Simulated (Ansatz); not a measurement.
## Decaying states in the gap of Na5I4Cl

Aim: relax a made-up compound, Na5I4Cl, and see how good a tunnel barrier it would be. It is built by putting I for Br in the Na5Br4Cl structure of space group I4/mmm, with the volume rescaled by atomic radii. The parent structure comes from the Materials Project.

Program: Ansatz 0.2.0. Level of theory: LDA DFT, plane waves, PAW files, in the first sound run; inputs show where later runs differ. Results are calculated unless marked as measured.

The structure was built from a prototype and need not be the compound's stable phase.

## 1. Starting point

The structure is tetragonal, space group I4/mmm (No. 139). The conventional cell has a = 4.276 Å, b = 4.276 Å, c = 30.231 Å, α = 90.00°, β = 90.00°, γ = 90.00°. Na has 6 I at 3.02 to 3.06 Å nearest. Nearest to Na lie 1 Cl at 2.93 Å and 5 I at 3.02 to 3.09 Å. Nearest to Na lie 2 I at 2.99 Å and 4 Cl at 3.02 Å. I has 6 Na at 2.99 to 3.06 Å nearest. Nearest to I lie 6 Na at 3.02 to 3.09 Å. Nearest to Cl lie 6 Na at 2.93 to 3.02 Å. It derives from Na5Br4Cl. I for Br in the Na5Br4Cl structure of space group I4/mmm. Farther neighbours and most contacts between anions are not listed.

Structure file:

```cif
data_structure
_symmetry_space_group_name_H-M 'I4/mmm'
_symmetry_Int_Tables_number 139
_cell_length_a 4.2757
_cell_length_b 4.2757
_cell_length_c 30.2315
_cell_angle_alpha 90.000
_cell_angle_beta 90.000
_cell_angle_gamma 90.000
_cell_volume 552.69
loop_
_atom_site_label
_atom_site_type_symbol
_atom_site_symmetry_multiplicity
_atom_site_Wyckoff_symbol
_atom_site_fract_x
_atom_site_fract_y
_atom_site_fract_z
_atom_site_occupancy
Na1 Na 4 e 0.50000 0.50000 0.30010 1
Na2 Na 4 e 0.50000 0.50000 0.09684 1
Na3 Na 2 a 0.00000 0.00000 0.00000 1
I1 I 4 e 0.50000 0.50000 0.40125 1
I2 I 4 e 0.00000 0.00000 0.30090 1
Cl1 Cl 2 b 0.50000 0.50000 0.00000 1
```

## 2. Relaxing the new crystal

The substituted atoms don't fit the parent's cell, so cell and atoms relax together. A small smearing keeps the run stable in case the gap closes on the way.

Contents of input.yaml:

```yaml
crystal:
  lattice:
    - [-2.1378643323, 2.1378643323, 15.1157466627]
    - [2.1378643323, -2.1378643323, 15.1157466627]
    - [2.1378643323, 2.1378643323, -15.1157466627]
  atoms:
    - { symbol: Na, position: [0.80009809, 0.80009809, 0.0] }
    - { symbol: Na, position: [0.19990191, 0.19990191, 0.0] }
    - { symbol: Na, position: [0.59683789, 0.59683789, 0.0] }
    - { symbol: Na, position: [0.0, 0.0, 0.0] }
    - { symbol: Na, position: [0.40316211, 0.40316211, 0.0] }
    - { symbol: I, position: [0.901246, 0.901246, 0.0] }
    - { symbol: I, position: [0.30090236, 0.30090236, 0.0] }
    - { symbol: I, position: [0.69909764, 0.69909764, 0.0] }
    - { symbol: I, position: [0.098754, 0.098754, 0.0] }
    - { symbol: Cl, position: [0.5, 0.5, 0.0] }
kpoints:
  mp_grid: { grid: [8, 8, 8] }
scf:
  occupations: { method: gaussian, width: 0.03 }
hamiltonian:
  xc: lda
output:
  forces: true
  stress: true
relax:
  f_tol: 0.02
  max_steps: 60
  cell: {}
```

The run is started by

```sh
$ ansatz run input.yaml --threads 2 --pin off --max-ram 4096MiB --backend cpu --events-out ev --progress --plain --runs-dir out
```

Numbers of over 12 decimals in the logs are rounded to 6 here.

Output:

```text
basis.fft_grid_basis auto: the FFT boxes are laid along the combinations [[1, 0, 1], [0, 1, 1], [0, 0, 1]] of the cell's own vectors, 4.276, 4.276 and 15.415 Å long. The dense box has 30×30×108 points. Along the cell's own vectors, as sized, it would have 108×108×108, 12.96 times as many. Of the 16 symmetry operations that the crystal satisfies within crystal.symmetry.tolerance (time reversal apart; of a slab, those  [...]
Engine: ansatz 0.2.0, aarch64-unknown-linux-gnu
Pseudopotentials: kind: paw
Pseudopotential: Na, paw, valence charge 9, recommended cutoff 420 eV (normal), Na.paw.azcp
Pseudopotential: I, paw, valence charge 17, recommended cutoff 420 eV (normal), I.paw.azcp
Pseudopotential: Cl, paw, valence charge 7, recommended cutoff 420 eV (normal), Cl.paw.azcp
Functional definition: SPW92
  exchange = slater_x
  correlation = pw_c
Crystal: 10 atoms, lattice volume = 276.344 Å³
Basis set: ecut = 420 eV, 5371 PW (Γ), FFT grids on a1+a3, a2+a3, a3
Bands: 72, of which v1, the nominal top of the filled ones, is band 60 counted from 1 (59 counted from 0)
Symmetry: 16 space group operations
Space group: I4/mmm (ITA 139), of the structure as read, at distance tolerance 6.5e-5 Å
k-points: 59 of 512
Non-local potential: Na, projectors of the file, l = 0: 3, l = 1: 2, l = 2: 1
Non-local potential: I, projectors of the file, l = 0: 2, l = 1: 2, l = 2: 2, l = 3: 2
Non-local potential: Cl, projectors of the file, l = 0: 2, l = 1: 2, l = 2: 2
PAW form: soft (Blöchl's): semilocal exchange-correlation on the pseudo side does not see the compensation charge
PAW frozen core: Na, regenerated for the run's functional, and the local potential with it (the file was generated under x = pbe(κ = 0.804, μ = 0.219515), c = pbe(β = 0.066725))
PAW frozen core: I, regenerated for the run's functional, and the local potential with it (the file was generated under x = pbe(κ = 0.804, μ = 0.219515), c = pbe(β = 0.066725))
PAW frozen core: Cl, regenerated for the run's functional, and the local potential with it (the file was generated under x = pbe(κ = 0.804, μ = 0.219515), c = pbe(β = 0.066725))
PAW one-centre angular grid: Na, 110 points (default); XC on 64 Gauss nodes
PAW one-centre angular grid: I, 590 points (default); XC on 64 Gauss nodes
PAW one-centre angular grid: Cl, 110 points (default); XC on 64 Gauss nodes
Initial density: superposition of atomic densities (neutral atoms: chi_scale 0, normalization atom), corrected by the library's trained network
Initial wavefunctions: pseudopotential atomic-orbital guess
Functional: x = slater, c = lda
SCF iter   1: F=—  HF=-37814.026007 eV  |F-HF|=—  |Δ(HF+E_count)|=         —  Δρ=6.46e-3  dr2=5.97e-2  ethr=1.77e-3  ⟨swp⟩=9.3  Hψ=20162  notcnv=0  defer=36
preconditioner: auto → Resta (q_TF=auto, 2.374 Å⁻¹)  ε∞=2.8  [insulator: Δε(μ)=3.819 eV  Ē_g=10.430 eV  σ=0.030 eV  W_gap=1.00  n_scr=62 (ndim 8)  ℏωp=14.1 eV  f_vac=0.041  D(μ)=0.00/eV (n_scr^D=0)  ε∞_Penn≈2.8]
SCF iter   2: F=—  HF=-37813.997428 eV  |F-HF|=—  |Δ(HF+E_count)|=   2.86e-2  Δρ=2.38e-3  dr2=9.48e-3  ethr=4.98e-5  ⟨swp⟩=2.1  Hψ=8827  notcnv=0  defer=326
SCF iter   3: F=—  HF=-37813.995752 eV  |F-HF|=—  |Δ(HF+E_count)|=   1.68e-3  Δρ=7.62e-4  dr2=1.14e-3  ethr=7.90e-6  ⟨swp⟩=2.9  Hψ=7598  notcnv=0  defer=326
SCF iter   4: F=—  HF=-37813.995736 eV  |F-HF|=—  |Δ(HF+E_count)|=   1.65e-5  Δρ=7.55e-5  dr2=2.47e-5  ethr=9.48e-7  ⟨swp⟩=1.3  Hψ=3939  notcnv=0  defer=326
SCF iter   5: F=—  HF=-37813.995752 eV  |F-HF|=—  |Δ(HF+E_count)|=   1.57e-5  Δρ=2.99e-5  dr2=1.58e-6  ethr=2.06e-8  ⟨swp⟩=2.0  Hψ=7167  notcnv=0  defer=326
SCF iter   6: F=-37813.995752 eV  HF=-37813.995752 eV  |F-HF|=3.89e-9  |Δ(HF+E_count)|=   6.13e-7  Δρ=4.92e-6  dr2=6.01e-8  ethr=8.33e-11  ⟨swp⟩=3.4  Hψ=15799  notcnv=0
SCF 1 converged in 6 iterations: F = -37813.995752 eV  dr2 = 6.01e-8
  greatest PAW one-centre occupation: 1.000 electrons in one spin orbital (limit 2), on the I atom at site 7 (counted from 0), in its partial waves of l = 2
relax step   1: F+E_penalty+E_count = -37813.99575223 eV  Δ(F+E_penalty+E_count) = +0.000e0 eV  max|allowed force component| = 2.709e-1 eV/Å  Δτ_max = 0.0000 Å  P = +1.102 GPa  Ω = 276.344 Å³  (6 SCF iters, dr2 threshold 1.00e-7 eV, accepted)
Crystal: 10 atoms, lattice volume = 286.910 Å³
Basis set: ecut = 420 eV, 5611 PW (Γ), FFT grids on a1+a3, a2+a3, a3
Initial density: handed on by an earlier stage of this run
Initial wavefunctions: those handed on with the density
iter 1 solved again at ethr=1.01e-4 eV; its pass at ethr=3.10e-3 eV (dr2=1.21e-1 eV) is discarded
SCF iter   1: F=—  HF=-37814.132129 eV  |F-HF|=—  |Δ(HF+E_count)|=         —  Δρ=6.56e-3  dr2=1.24e-1  ethr=1.01e-4  ⟨swp⟩=3.4  Hψ=19844  notcnv=0  defer=2
preconditioner: auto → Resta (q_TF=auto, 2.359 Å⁻¹)  ε∞=2.8  [insulator: Δε(μ)=3.608 eV  Ē_g=10.355 eV  σ=0.030 eV  W_gap=1.00  n_scr=70 (ndim 8)  ℏωp=13.9 eV  f_vac=0.041  D(μ)=0.00/eV (n_scr^D=0)  ε∞_Penn≈2.8]
SCF iter   2: F=—  HF=-37814.092452 eV  |F-HF|=—  |Δ(HF+E_count)|=   3.97e-2  Δρ=3.30e-3  dr2=2.48e-2  ethr=1.01e-4  ⟨swp⟩=3.9  Hψ=8201  notcnv=0
SCF iter   3: F=—  HF=-37814.081033 eV  |F-HF|=—  |Δ(HF+E_count)|=   1.14e-2  Δρ=5.34e-4  dr2=1.02e-3  ethr=2.07e-5  ⟨swp⟩=2.7  Hψ=6915  notcnv=0  defer=5
SCF iter   4: F=—  HF=-37814.080643 eV  |F-HF|=—  |Δ(HF+E_count)|=   3.90e-4  Δρ=1.29e-4  dr2=6.07e-5  ethr=8.49e-7  ⟨swp⟩=2.0  Hψ=7439  notcnv=0  defer=5
SCF iter   5: F=—  HF=-37814.080666 eV  |F-HF|=—  |Δ(HF+E_count)|=   2.24e-5  Δρ=3.50e-5  dr2=3.65e-6  ethr=5.06e-8  ⟨swp⟩=2.0  Hψ=7369  notcnv=0  defer=5
SCF iter   6: F=-37814.080665 eV  HF=-37814.080666 eV  |F-HF|=2.20e-7  |Δ(HF+E_count)|=   1.50e-7  Δρ=9.43e-6  dr2=3.36e-7  ethr=8.33e-10  ⟨swp⟩=4.8  Hψ=13805  notcnv=0
SCF 2 converged in 6 iterations: F = -37814.080665 eV  dr2 = 3.36e-7
  greatest PAW one-centre occupation: 1.000 electrons in one spin orbital (limit 2), on the I atom at site 8 (counted from 0), in its partial waves of l = 2
relax step   2: F+E_penalty+E_count = -37814.08066545 eV  Δ(F+E_penalty+E_count) = -8.491e-2 eV  max|allowed force component| = 1.557e-1 eV/Å  Δτ_max = 0.1059 Å  P = +0.133 GPa  Ω = 286.910 Å³  energy of the carried Pulay correction = -1.195e-3 eV  (6 SCF iters, dr2 threshold 1.00e-6 eV, accepted)
Crystal: 10 atoms, lattice volume = 288.575 Å³
Basis set: ecut = 420 eV, 5627 PW (Γ), FFT grids on a1+a3, a2+a3, a3
iter 1 solved again at ethr=1.47e-4 eV; its pass at ethr=3.10e-3 eV (dr2=1.77e-1 eV) is discarded
SCF iter   1: F=—  HF=-37814.171807 eV  |F-HF|=—  |Δ(HF+E_count)|=         —  Δρ=7.67e-3  dr2=1.80e-1  ethr=1.47e-4  ⟨swp⟩=3.1  Hψ=18181  notcnv=0
preconditioner: auto → Resta (q_TF=auto, 2.357 Å⁻¹)  ε∞=2.8  [insulator: Δε(μ)=3.483 eV  Ē_g=10.321 eV  σ=0.030 eV  W_gap=1.00  n_scr=70 (ndim 8)  ℏωp=13.8 eV  f_vac=0.038  D(μ)=0.00/eV (n_scr^D=0)  ε∞_Penn≈2.8]
SCF iter   2: F=—  HF=-37814.115477 eV  |F-HF|=—  |Δ(HF+E_count)|=   5.63e-2  Δρ=3.83e-3  dr2=3.28e-2  ethr=1.47e-4  ⟨swp⟩=3.8  Hψ=7547  notcnv=0
SCF iter   3: F=—  HF=-37814.100700 eV  |F-HF|=—  |Δ(HF+E_count)|=   1.48e-2  Δρ=6.60e-4  dr2=1.34e-3  ethr=2.74e-5  ⟨swp⟩=2.9  Hψ=7007  notcnv=0
SCF iter   4: F=—  HF=-37814.100199 eV  |F-HF|=—  |Δ(HF+E_count)|=   5.00e-4  Δρ=1.35e-4  dr2=6.70e-5  ethr=1.12e-6  ⟨swp⟩=2.0  Hψ=7436  notcnv=0  defer=2
SCF iter   5: F=—  HF=-37814.100224 eV  |F-HF|=—  |Δ(HF+E_count)|=   2.51e-5  Δρ=3.84e-5  dr2=4.33e-6  ethr=5.58e-8  ⟨swp⟩=2.0  Hψ=7361  notcnv=0  defer=2
SCF iter   6: F=-37814.100225 eV  HF=-37814.100225 eV  |F-HF|=2.54e-7  |Δ(HF+E_count)|=   6.71e-7  Δρ=9.89e-6  dr2=3.90e-7  ethr=8.33e-10  ⟨swp⟩=4.8  Hψ=13784  notcnv=0
SCF 3 converged in 6 iterations: F = -37814.100225 eV  dr2 = 3.90e-7
relax step   3: F+E_penalty+E_count = -37814.10022481 eV  Δ(F+E_penalty+E_count) = -1.956e-2 eV  max|allowed force component| = 2.497e-2 eV/Å  Δτ_max = 0.1261 Å  P = +0.017 GPa  Ω = 288.575 Å³  energy of the carried Pulay correction = -1.380e-3 eV  (6 SCF iters, dr2 threshold 1.00e-6 eV, accepted)
[...]
relax step   4: F+E_penalty+E_count = -37814.10102586 eV  Δ(F+E_penalty+E_count) = -8.011e-4 eV  max|allowed force component| = 7.582e-3 eV/Å  Δτ_max = 0.0182 Å  P = -0.007 GPa  Ω = 288.896 Å³  energy of the carried Pulay correction = -1.415e-3 eV  (6 SCF iters, dr2 threshold 3.90e-8 eV, accepted)
Initial wavefunctions: pseudopotential atomic-orbital guess (no wavefunctions were taken with the density)
iter 1 solved again at ethr=7.29e-7 eV; its pass at ethr=3.10e-3 eV (dr2=8.75e-4 eV) is discarded
SCF iter   1: F=—  HF=-37814.100604 eV  |F-HF|=—  |Δ(HF+E_count)|=         —  Δρ=6.52e-4  dr2=2.60e-5  ethr=7.29e-7  ⟨swp⟩=4.1  Hψ=28984  notcnv=0  defer=3
preconditioner: auto → Resta (q_TF=auto, 2.357 Å⁻¹)  ε∞=2.8  [insulator: Δε(μ)=3.576 eV  Ē_g=10.312 eV  σ=0.030 eV  W_gap=1.00  n_scr=70 (ndim 8)  ℏωp=13.8 eV  f_vac=0.039  D(μ)=0.00/eV (n_scr^D=0)  ε∞_Penn≈2.8]
SCF iter   2: F=—  HF=-37814.101899 eV  |F-HF|=—  |Δ(HF+E_count)|=   1.30e-3  Δρ=3.29e-4  dr2=6.59e-6  ethr=2.16e-8  ⟨swp⟩=1.5  Hψ=4352  notcnv=0  defer=1
SCF iter   3: F=—  HF=-37814.102363 eV  |F-HF|=—  |Δ(HF+E_count)|=   4.64e-4  Δρ=3.97e-6  dr2=1.75e-8  ethr=5.49e-9  ⟨swp⟩=1.1  Hψ=4248  notcnv=0  defer=1
SCF iter   4: F=—  HF=-37814.102363 eV  |F-HF|=—  |Δ(HF+E_count)|=   3.18e-8  Δρ=3.53e-7  dr2=2.26e-10  ethr=1.46e-11  ⟨swp⟩=2.1  Hψ=7493  notcnv=0  defer=1
SCF iter   5: F=-37814.102363 eV  HF=-37814.102363 eV  |F-HF|=7.28e-12  |Δ(HF+E_count)|=  3.64e-11  Δρ=1.17e-7  dr2=2.94e-11  ethr=1.00e-12  ⟨swp⟩=4.8  Hψ=14074  notcnv=0
SCF 5 converged in 5 iterations: F = -37814.102363 eV  dr2 = 2.94e-11
relax step   5: F+E_penalty+E_count = -37814.10236322 eV  Δ(F+E_penalty+E_count) = -1.337e-3 eV  max|allowed force component| = 7.596e-3 eV/Å  Δτ_max = 0.0000 Å  P = -0.009 GPa  Ω = 288.896 Å³  stress off target by 1.10e-2 GPa  SCF on the basis re-selected at this cell (its energy is not comparable with the rows above)  (5 SCF iters)
basis re-selected at this cell: Δ(F+E_penalty+E_count) = -1.337e-3 eV, ΔP = -0.002 GPa vs the last step (what re-selecting the basis moved, of the pressure what is left beyond the Pulay correction that the steps carried, after the strain that the cell walked since its last selection, with what the two solves' SCF thresholds leave and, on support functions, any second-order correction that the steps lacked; it is no m [...]
SCF converged after 5 iterations
Free energy (F): -37814.102363 eV
Harris-Foulkes:  -37814.102363 eV  (|F-HF|=7.28e-12)
Internal energy: -37814.102363 eV  (E = F + TS)
E sigma→0 (E₀):  -37814.102363 eV
Fermi energy:    5.309890 eV
--- Per-component energies (eV) ---
  E_band       = -2623.059963
  E_kinetic    = 1528.362742
  E_local      = -14780.073080  (includes V_loc(G=0)·N_el)
  E_nonlocal   = 273.285753
  E_hartree    = 6564.018762
  E_xc         = -808.753127
  E_vxc        = -888.191261  (∫ρ·V_xc dr)
  E_paw        = -20491.698358  (= ΣΔE_a)
  E_vpaw       = -1884.481861  (= ΣTr[D̂ρ^β])
  E_aug_tail   = 0.000267  (compensation charges beyond the density's cutoff)
  E_ewald      = -10103.265125
  E_core_change = 4.019802  (= ΣΔE_core)
  E_smearing   = -0.000000  (= −TS)
  E_closure    = 0.000000  (closes the sum)
  Σ components = -37814.102363   (vs F -37814.102363, Δ=0.00e0)
--- Forces (eV/Å), atoms counted from 1 ---
  atom   1  Na     0.00000000     0.00000000    -0.00237042
  atom   2  Na     0.00000000    -0.00000000     0.00237042
  atom   3  Na     0.00000000    -0.00000000    -0.00470779
  atom   4  Na     0.00000000     0.00000000    -0.00000000
  atom   5  Na     0.00000000    -0.00000000     0.00470779
  atom   6  I     -0.00000000     0.00000000    -0.00759592
  atom   7  I      0.00000000    -0.00000000     0.00626485
  atom   8  I      0.00000000    -0.00000000    -0.00626485
  atom   9  I     -0.00000000    -0.00000000     0.00759592
  atom  10  Cl    -0.00000000     0.00000000     0.00000000
  max |Σ_I F_I| component: 1.73e-18 eV/Å
--- Stress (GPa, compression-positive) ---
       -0.007823       0.000000       0.000000
        0.000000      -0.007823      -0.000000
       -0.000000      -0.000000      -0.011044
  P = ⅓ Tr σ = -0.0089 GPa (-0.089 kbar)
--- Relaxed structure (4 steps of the walk, 4 accepted, 1 SCFs on fresh bases) ---
  F+E_penalty+E_count = -37814.10236322 eV   max|allowed force component| = 7.596e-3 eV/Å   (the final SCF, on the basis selected at the relaxed cell)
  cell:  # Å, volume = 288.8959 Å³
    - [-2.175764, 2.175764, 15.256595]
    - [2.175764, -2.175764, 15.256595]
    - [2.175764, 2.175764, -15.256595]
  atoms:
    - { symbol: Na, position: [0.799252, 0.799252, 0] }
    - { symbol: Na, position: [0.200748, 0.200748, 0] }
    - { symbol: Na, position: [0.589768, 0.589768, 0] }
    - { symbol: Na, position: [0, 0, 0] }
    - { symbol: Na, position: [0.410232, 0.410232, 0] }
    - { symbol: I, position: [0.902487, 0.902487, 0] }
    - { symbol: I, position: [0.303192, 0.303192, 0] }
    - { symbol: I, position: [0.696808, 0.696808, 0] }
    - { symbol: I, position: [0.097513, 0.097513, 0] }
    - { symbol: Cl, position: [0.500000, 0.500000, 0] }
```

Wall time 94 s (2 threads of Arm Neoverse V2, shared host); peak memory 1.1 GiB.

The steps of the relaxation:

```csv
step,energy less that of the first step (eV),largest force component (eV/Å),pressure (GPa),volume (Å³)
1,0.0000,0.2709,1.10,276.34
2,-0.0849,0.1557,0.13,286.91
3,-0.1045,0.0250,0.02,288.57
4,-0.1053,0.0076,-0.01,288.90
5*,-0.1066,0.0076,-0.01,288.90
```

Relaxation steps marked * repeat the geometry before them on a plane-wave basis chosen anew for their cell, so energy and pressure can jump there.

Forces are held to the 16 operations that the run works with; a distortion that breaks them can't arise in this run.

```csv
"conventional cell, symmetrised",before,after,change
a (Å),4.276,4.352,+1.8 %
b (Å),4.276,4.352,+1.8 %
c (Å),30.231,30.513,+0.9 %
volume (Å³/atom),27.63,28.89,+4.5 %
```

The atoms that moved most (Å, as changes of fractional coordinates times the final cell):

```csv
atom,dx,dy,dz,length
Na3,0.000,0.000,-0.216,0.216
Na5,0.000,0.000,0.216,0.216
I8,0.000,0.000,-0.070,0.070
I7,0.000,0.000,0.070,0.070
I9,0.000,0.000,-0.038,0.038
I6,0.000,0.000,0.038,0.038
Na1,0.000,0.000,-0.026,0.026
Na2,0.000,0.000,0.026,0.026
```

This step gave:

```yaml
free_energy: -37814.1024 eV
fermi_energy: 5.310 eV
pressure: -0.008896 GPa
```

The largest force component on a free atom ends at 0.0076 eV/Å.

## 3. Band edges

The energy window and the wavevectors of the next steps follow from the band edges, so these are searched first, off the mesh as well.

Contents of input.yaml:

```yaml
crystal:
  lattice:
    - [-2.1757643388, 2.1757643388, 15.2565948538]
    - [2.1757643388, -2.1757643388, 15.2565948538]
    - [2.1757643388, 2.1757643388, -15.2565948538]
  atoms:
    - { symbol: Na, position: [0.7992521825, 0.7992521825, 0.0] }
    - { symbol: Na, position: [0.2007478175, 0.2007478175, 0.0] }
    - { symbol: Na, position: [0.5897678315, 0.5897678315, 0.0] }
    - { symbol: Na, position: [0.0, 0.0, 0.0] }
    - { symbol: Na, position: [0.4102321685, 0.4102321685, 0.0] }
    - { symbol: I, position: [0.9024866075, 0.9024866075, 0.0] }
    - { symbol: I, position: [0.3031923085, 0.3031923085, 0.0] }
    - { symbol: I, position: [0.6968076915, 0.6968076915, 0.0] }
    - { symbol: I, position: [0.0975133925, 0.0975133925, 0.0] }
    - { symbol: Cl, position: [0.5, 0.5, 0.0] }
kpoints:
  mp_grid: { grid: [8, 8, 8] }
  band_path: { path: [VBM, CBM], npoints: 30 }
scf:
  occupations: { method: fixed }
hamiltonian:
  xc: lda
output:
  eigenvalues: true
  write_potential: true
  write_density: true
  volumetric_format: npy
```

Output:

```text
[...]
Crystal: 10 atoms, lattice volume = 288.896 Å³
Basis set: ecut = 420 eV, 5659 PW (Γ), FFT grids on a1−a2, a2, a1+a3
Bands: 72, of which v1, the nominal top of the filled ones, is band 60 counted from 1 (59 counted from 0)
Symmetry: 16 space group operations
[...]
k-points: 59 of 512
[...]
SCF iter   1: F=—  HF=-37814.133011 eV  |F-HF|=—  |Δ(HF+E_count)|=         —  Δρ=6.20e-3  dr2=6.01e-2  ethr=1.77e-3  ⟨swp⟩=5.5  Hψ=14781  notcnv=0  defer=518
[...]
SCF iter   6: F=-37814.102364 eV  HF=-37814.102364 eV  |F-HF|=1.27e-8  |Δ(HF+E_count)|=   7.60e-7  Δρ=5.55e-6  dr2=7.36e-8  ethr=8.33e-11  ⟨swp⟩=15.1  Hψ=26044  notcnv=0
SCF 1 converged in 6 iterations: F = -37814.102364 eV  dr2 = 7.36e-8
[...]
NSCF: frozen V_eff on 30 k-points
[...]
SCF converged after 6 iterations
Free energy (F): -37814.102364 eV
[...]
Internal energy: -37814.102364 eV  (E = F + TS)
E sigma→0 (E₀):  -37814.102364 eV
Fermi energy:    3.521881 eV
[...]
--- Band table (eV; the first three rows and the last of 59) ---
  k-point 0: bands = [... 56 lower, 3.2287, 3.3904, 3.5219, 3.5219, 7.0977, 8.2389, 8.4980, 8.6971, ... 8 higher]
  k-point 1: bands = [... 56 lower, 3.0362, 3.2374, 3.3314, 3.4233, 7.8065, 8.8541, 8.9362, 9.1172, ... 8 higher]
  k-point 2: bands = [... 56 lower, 2.8377, 2.9416, 3.1483, 3.2043, 8.7506, 9.4059, 9.6393, 9.8104, ... 8 higher]
  k-point 58: bands = [... 56 lower, 3.2746, 3.2746, 3.5028, 3.5028, 7.5153, 7.7790, 8.1101, 8.7855, ... 8 higher]
```

It took 65 s on 2 threads; peak memory 1 GiB; 2.2 min of CPU time.

The column dr2 measures how far the density is from self-consistency, as an energy; F and HF (Harris–Foulkes) agree once it is small.

This step gave:

```
Fermi energy        : 3.522 eV
gap on the k-mesh   : 3.576 eV
gap on path         : 3.576 eV, by band count; negative where bands overlap
direct gap on path  : 3.576 eV
edge places on path : 0, 0 1/A along the path
```

Levels at VBM (eV): -2.45, -2.22, -1.58, -1.58, -1.47, -1.21, -0.78, -0.78, -0.59, -0.59, -0.29, -0.29, -0.13, 0.00, 0.00, 3.58, 4.72, 4.98, 5.18, 5.21, 5.42, 5.58, 6.49, 6.88.

The searched edges give 3.58 eV, as on the mesh.

[end of part 1 of 3]

[Logs are printed without paths, hosts, clocks, repeated set-up lines and the standing remarks that a program may print on its own settings, such as how far it seeks lower states.]

[Hosts, paths, dates, database ids (printed as entryN), source tags and the programs' standing remarks are cut or masked in the printed files.]
